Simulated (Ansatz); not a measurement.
# Formation energy and levels of the antisite O_Br in Na3BrO (Pm-3m)

Charge states of O_Br in Na3BrO (Pm-3m), set against the band edges. Model: a cell of 60 host atoms with 1 Br taken out and 1 O put in.

Calculated with Ansatz 0.2.0; place-levels on PBEsol runs: charge-transition levels and formation energies with image-charge correction and potential alignment at the atomic sites.

Most raw output is cut from this account.

## (1) The starting structure

The cell holds 60 atoms: 36 Na, 11 Br and 13 O. Cell: a = 10.156 Å, b = 12.847 Å, c = 9.084 Å, α = 90.0°, β = 90.0°, γ = 108.4°. It derives from Na3BrO (space group Pm-3m). Nearest the centre at fractional (0.667, 0.667, 0.500): O57 at 0.00 Å, Na36 at 3.21 Å, Na51 at 3.21 Å, Na52 at 3.21 Å, Na32 at 3.21 Å, Na24 at 3.21 Å, Na33 at 3.21 Å, Na48 at 3.21 Å.

Screening for the image-charge correction: ε∞ = 3.26, ε0 = 9.40, from a response run on this crystal (DFPT, PBEsol) at that run's own cell.

The cell's shortest repeat is 9.1 Å.

## (2) The runs of each charge state

A transition level is the Fermi level at which two charge states cost the same, so each charge needs its own total energy, at its own relaxed structure.

Random displacements of about 0.05 Å break the site symmetry at the start, so that the relaxation can reach a distorted minimum if there is one. Forces are taken at one point at (¼, ¼, ¼). The cell holds 1 electron more than the neutral one, with a uniform background that keeps it neutral on the whole.

The sampling was tested on the host first: at the k-points planned (1x1x1 shifted 0.25 0.25 0.25) its energy lies 0.000 eV an atom from the dense-mesh value, under the bound of 0.02 eV set for this test; that bounds the host's error, not the defect's.

One state's input; the others differ in charge, spin, start and seed, and in occupations where the table says so.

qm1.relax/input.yaml reads:

```yaml
crystal:
  lattice:
    - [9.08406599, 4.54203299, 0.0]
    - [-9.08406599, 9.08406599, 0.0]
    - [0.0, 0.0, 9.08406599]
  atoms:
    - { symbol: Na, position: [0.16666667, 0.16666667, 0.25] }
    - { symbol: Na, position: [0.5, 0.0, 0.25] }
[... 12 atom lines left out ...]
    - { symbol: O, position: [0.66666667, 0.41666667, 0.25] }
[... 8 atom lines left out ...]
    - { symbol: Na, position: [0.66666667, 0.41666667, 0.5] }
[... 5 atom lines left out ...]
    - { symbol: O, position: [0.66666667, 0.41666667, 0.75] }
[... 1 atom line left out ...]
    - { symbol: Na, position: [0.5, 0.5, 0.25] }
    - { symbol: Na, position: [0.83333333, 0.83333333, 0.25] }
[... 1 atom line left out ...]
    - { symbol: Na, position: [0.5, 0.75, 0.25] }
    - { symbol: Na, position: [0.83333333, 0.58333333, 0.25] }
[... 6 atom lines left out ...]
    - { symbol: O, position: [0.0, 0.75, 0.25] }
    - { symbol: O, position: [0.33333333, 0.58333333, 0.25] }
    - { symbol: O, position: [0.66666667, 0.91666667, 0.25] }
[... 1 atom line left out ...]
    - { symbol: Na, position: [0.5, 0.5, 0.75] }
    - { symbol: Na, position: [0.83333333, 0.83333333, 0.75] }
[... 1 atom line left out ...]
    - { symbol: Na, position: [0.5, 0.75, 0.75] }
    - { symbol: Na, position: [0.83333333, 0.58333333, 0.75] }
    - { symbol: Na, position: [0.0, 0.75, 0.5] }
    - { symbol: Na, position: [0.33333333, 0.58333333, 0.5] }
    - { symbol: Na, position: [0.66666667, 0.91666667, 0.5] }
[... 2 atom lines left out ...]
    - { symbol: O, position: [0.66666667, 0.66666667, 0.5] }
    - { symbol: O, position: [0.0, 0.75, 0.75] }
[... 1 atom line left out ...]
    - { symbol: O, position: [0.66666667, 0.91666667, 0.75] }
  host:
    repeats: [1, 2, 2]
    atoms:
      - { symbol: Na, position: [0.16666667, 0.33333333, 0.5] }
      - { symbol: Na, position: [0.5, 0.0, 0.5] }
      # ... 13 more atoms of the perfect host
total_charge: -1
basis:
  ecutwfc: 420
  xc_grid: 2
hamiltonian:
  xc: pbesol
kpoints:
  mp_grid: { grid: [1, 1, 1], shift: [0.25, 0.25, 0.25] }
scf:
  occupations: { method: fixed }
  max_iter: 60
output:
  forces: true
  charged_corrections:
    epsilon: 3.26
    static_epsilon: 9.4
    defect_position: [0.666667, 0.666667, 0.5]
relax:
  f_tol: 0.02
  max_steps: 80
  random_displacement: { amplitude: 0.05, seed: 6366 }
checkpoint:
  write: "../qm1.relax.run"
  compress: false
  write_wavefunctions: true
  write_every: 100000
```

On the command line:

```
$ ansatz run input.yaml --threads 4 --pin off --max-ram 7536MiB --backend cpu --events-out ev --progress --plain --runs-dir out
```

The relaxed structure is kept and the sampling changed to a 2×2×2 shifted mesh.

The run of this state that the levels use, under PBEsol:

qm1.point/input.yaml reads:

```yaml
crystal:
  checkpoint: "../qm1.relax.run"
  host: checkpoint
total_charge: -1
basis:
  ecutwfc: 420
  xc_grid: 2
hamiltonian:
  xc: pbesol
kpoints:
  mp_grid: { grid: [2, 2, 2], shift: [0.5, 0.5, 0.5] }
scf:
  occupations: { method: fermi_dirac, width: 0.01 }
  max_iter: 60
output:
  forces: true
  eigenvalues: true
  charged_corrections:
    epsilon: 3.26
    static_epsilon: 9.4
    defect_position: [0.666667, 0.666667, 0.5]
  eigenstates: { localisation: true }
  populations: true
  band_densities: [{ bands: [v1, v1] }, { bands: [c1, c1] }]
  write_density: true
  write_potential: true
  volumetric_format: npy
checkpoint:
  read: "../qm1.relax.run"
  write: "../qm1.point.run"
  compress: false
  write_wavefunctions: false
  write_every: 100000
```

Relaxations under PBEsol at one point at (¼, ¼, ¼); times on 4 threads of Arm Neoverse V2, shared host:

```tsv
charge	moment (μB)	occupations	outcome	steps	largest displacement against the far atoms (Å)	time
−1	0	fixed	converged	10	0.73	1.9 min
0	1	fixed	converged	14	0.90	10 min
```

Single points under PBEsol at a 2×2×2 shifted mesh; times on 4 threads of Arm Neoverse V2, shared host:

```tsv
charge	moment (μB)	occupations	outcome	time
−1	0	fermi-dirac	converged	85 s
0	1	fermi-dirac	converged	4.5 min
```

Distances (Å) from O57 to the nearest atoms after relaxation with PBEsol:

```tsv
charge	moment (μB)	1.	2.	3.	4.	5.	6.
−1	0	Na 2.43	Na 2.46	Na 2.46	Na 2.50	Na 2.51	Na 2.52
0	1	Na 2.39	Na 2.45	Na 2.46	Na 2.46	Na 2.47	O 3.26
```

## (3) Placing the levels, PBEsol

A charged cell interacts with its images and the background, and its potential has another zero than the host's. place-levels removes the first by a point-charge model, screened by the static dielectric constant since the ions have relaxed around the charge, and the second by comparing potentials at atoms far from the defect.

The host is a run of the defect-free crystal in the same cutoffs, grids and k-points, so that basis and sampling errors cancel in part in the differences. Its band edges come from a run of the primitive cell that searches the zone for them. The host is run in a cell of 15 atoms on a matching mesh. Chemical potentials are energies per atom of Br (solid Br2 (Cmce)) and O (O2 molecule), run with the same functional and cutoff.

levels.point.yaml reads:

```yaml
host:
  run: host.point.run
  levels_from: { run: edges.point.run }
states: [qm1.point.run, q0_M1.point.run]
geometry_from:
  qm1.point.run: qm1.relax.run
  q0_M1.point.run: q0_M1.relax.run
chemical_potentials:
  Br:
    energy: -2736.47272
    dataset: "<sha256 of the dataset>"
  O:
    energy: -558.282649
    dataset: "<sha256 of the dataset>"
epsilon: 3.26
static_epsilon: 9.4
vertical:
  - { from: qm1.point.run, to: qm1.point_neutral.run }
```

On the command line:

```
$ ansatz place-levels levels.point.yaml -- --threads 4 --pin off --max-ram 7536MiB
```

Run time: 0.18 s. Hardware: 4 threads of Arm Neoverse V2, shared host.

Under PBEsol the gap is 1.94 eV, (0/−1) 0.47 eV.

Levels between the charges placed, in eV above the valence top:

```tsv
	gap (eV)	(0/−1)
PBEsol	1.94	0.47
```

Corrections by state:

```tsv
charge	moment (μB)	image terms and alignment (eV)	band filling (eV)	ε used	over the lowest of its charge, as the program ranks them, band filling apart (eV)
0	1.0	0.000	-	-	0.000
−1	0.0	0.384	-	9.40	0.000
```

The charged structures listed were also run neutral, and place-levels reads from each pair, by the potential or the spins, how wide the charge is by which they differ; that can be the carrier of either run.

```tsv
charge	rms radius (Å)	spread where it is widest against the cell (Å)	wide from (Å)	reading
−1	4.2	2.29	1.57	wide
```

The neutral runs of these pairs need not share the spin of the lowest neutral state, and very wide values only mean spread over the cell.

From the program's caveats on the states, each cut to its opening words:

- charge −1: it parts from the run at its places by a charge that spreads by about 2.3 Å along one vector (1.6 Å or more is wide), by its potential at epsilon 3.26, taken [...]
- charge −1: its displacements don't fall off away from the defect: farther atoms stand 0.051 Å off the host's places

Chemical potentials of the elements' reference phases, run alike. Formation energies (elemental references), with the Fermi level at the valence top and at the conduction bottom (gap 1.94 eV):

```tsv
charge	at valence top (eV)	at conduction bottom (eV)	correction included (eV)
0	2.49	2.49	0.00
−1	2.96	1.02	0.38
```

Fermi level (eV), lowest formation energy (eV) and a bar from the least value:
```
     0.00       2.49 ##############################
     0.18       2.49 ##############################
     0.35       2.49 ##############################
     0.53       2.43 #############################
     0.70       2.25 #########################
     0.88       2.08 ######################
     1.06       1.90 ##################
     1.23       1.72 ##############
     1.41       1.55 ###########
     1.59       1.37 #######
     1.76       1.19 ####
     1.94       1.02
```

## (4) Effect of the sampling

The relaxations' own energies give the levels at their sampling, for comparison.

levels.relax_mesh.yaml reads:

```yaml
host:
  run: host.relax.run
  levels_from: { run: edges.relax.run }
states: [qm1.relax.run, q0_M1.relax.run]
chemical_potentials:
  Br:
    energy: -2736.47272
    dataset: "<sha256 of the dataset>"
  O:
    energy: -558.282649
    dataset: "<sha256 of the dataset>"
```

On the command line:

```
$ ansatz place-levels levels.relax_mesh.yaml -- --threads 4 --pin off --max-ram 7536MiB
```

The job ended after 0.08 s (4 threads).

Levels between neighbouring charges, in eV above the valence top:

```tsv
	gap (eV)	(0/−1)
one point at (¼, ¼, ¼)	1.94	0.46
a 2×2×2 shifted mesh	1.94	0.47
```

Going from one point at (¼, ¼, ¼) to a 2×2×2 shifted mesh moves the levels that carry no band-filling term by up to 0.01 eV and formation energies against the elements by up to 0.01 eV.

## (5) place-levels, r2SCAN

r2SCAN on the same structure is run to see how far the result rests on the functional, though not on the errors that semilocal functionals share; the sampling changes too, to one point at (¼, ¼, ¼), so differences hold both changes.

qm1.r2scan/input.yaml, as its differences from qm1.point/input.yaml of step 2:

```diff
@@ -5,8 +5,8 @@
 basis:
-  ecutwfc: 420
+  ecutwfc: 500
   xc_grid: 2
 hamiltonian:
-  xc: pbesol
+  xc: r2scan
 kpoints:
-  mp_grid: { grid: [2, 2, 2], shift: [0.5, 0.5, 0.5] }
+  mp_grid: { grid: [1, 1, 1], shift: [0.25, 0.25, 0.25] }
 scf:
@@ -28,4 +28,3 @@
 checkpoint:
-  read: "../qm1.relax.run"
-  write: "../qm1.point.run"
+  write: "../qm1.r2scan.run"
   compress: false
```

It took 38 s on 4 threads; peak memory 2.6 GiB; 2.4 min of CPU time.

levels.r2scan.yaml reads:

```yaml
host:
  run: host.r2scan.run
  levels_from: { run: edges.r2scan.run }
states: [qm1.r2scan.run, q0_M1.r2scan.run]
geometry_from:
  qm1.r2scan.run: qm1.relax.run
  q0_M1.r2scan.run: q0_M1.relax.run
chemical_potentials:
  Br:
    energy: -2792.85859
    dataset: "<sha256 of the dataset>"
  O:
    energy: -565.983079
    dataset: "<sha256 of the dataset>"
```

On the command line:

```
$ ansatz place-levels levels.r2scan.yaml -- --threads 4 --pin off --max-ram 7536MiB
```

Wall time 0.14 s (4 threads).

Under r2SCAN the gap is 2.60 eV, (0/−1) 0.65 eV.

## (6) A changed set-up

In this try the input is made faulty on purpose, to show what that does.

A choice is tested by changing it alone.

levels.try0.yaml is levels.point.yaml with these lines changed:

```diff
-epsilon: 3.26
-static_epsilon: 9.4
+epsilon: 1.0001
+static_epsilon: 1.0001
```

On the command line:

```
$ ansatz place-levels levels.try0.yaml -- --threads 4 --pin off --max-ram 7536MiB
```

The change: no screening of the image charge.

Levels in eV above the valence top; the changed ones are not the defect's:

```tsv
	gap (eV)	(0/−1)
changed	1.94	1.60
as set up	1.94	0.47
```

The largest shift is 1.14 eV.

## (7) Another choice

Another version of the file is tried.

levels.try1.yaml is levels.point.yaml with these lines changed:

```diff
-  Br:
-    energy: -2736.47272
-    dataset: "<sha256 of the dataset>"
-  O:
-    energy: -558.282649
-    dataset: "<sha256 of the dataset>"
+  Br: -2736.47272
+  O: -558.282649
```

On the command line:

```
$ ansatz place-levels levels.try1.yaml -- --threads 4 --pin off --max-ram 7536MiB
```

The change: chemical potentials as bare numbers.

No levels were formed: the file was rejected.

## (8) The ladder

Levels between neighbouring charges, in eV above each run's own valence top:

```tsv
	gap (eV)	(0/−1)	CPU time a state at this stage (restarts are quicker than cold starts)
PBEsol, 2×2×2 shifted mesh	1.94	0.47	11 min
r2SCAN on PBEsol structures, (¼, ¼, ¼)	2.60	0.65	5.6 min
```

## (9) Outcome

```
gap of the host                                                             : 1.94 eV (PBEsol)
level (0/minus 1)                                                           : 0.47 eV above the valence top
lowest of the charges placed, just above the valence top (0.02 eV)          : 0
lowest of the charges placed, just below the conduction bottom (0.02 eV)    : −1
lowest formation energy at mid-gap of the charges run, elemental references : 1.99 eV
```

Of the charges placed (−1 and 0), the lowest changes at 0.47 eV (0/−1) above the valence top, in a gap of 1.94 eV. Charges above 0 and below −1 were not placed, so these runs say nothing of levels that involve them. States placed: 0 at 1 μB; −1 at 0 μB. Other spin states or structures, where not listed, weren't placed. At charge 0 the atom put in ends up to 0.9 Å from its starting place, so the name tells the start alone and the levels can join different sites. Going from one point at (¼, ¼, ¼) to a 2×2×2 shifted mesh moves the levels that carry no band-filling term by up to 0.01 eV and formation energies against the elements by up to 0.01 eV. Limits: PBEsol makes the gap too small and tends to spread out bound carriers; where a gas molecule sets a chemical potential or the host's formation energy, its binding is uncorrected.

[Logs are printed without paths, hosts, clocks, repeated set-up lines and the standing remarks that a program may print on its own settings, such as how far it seeks lower states.]

[Hosts, paths, dates, database ids (printed as entryN), source tags and the programs' standing remarks are cut or masked in the printed files.]

[Where a table of states has a column of steps, it counts the stored structures, which are thinned; the runs took as many ionic steps or more.]

[A defect's name tells the site on which it was built; relaxed atoms can leave that site.]

[For some hosts the program warned that the k-mesh of the response run may be too coarse for force constants and the static dielectric constant; such warnings are not shown here.]
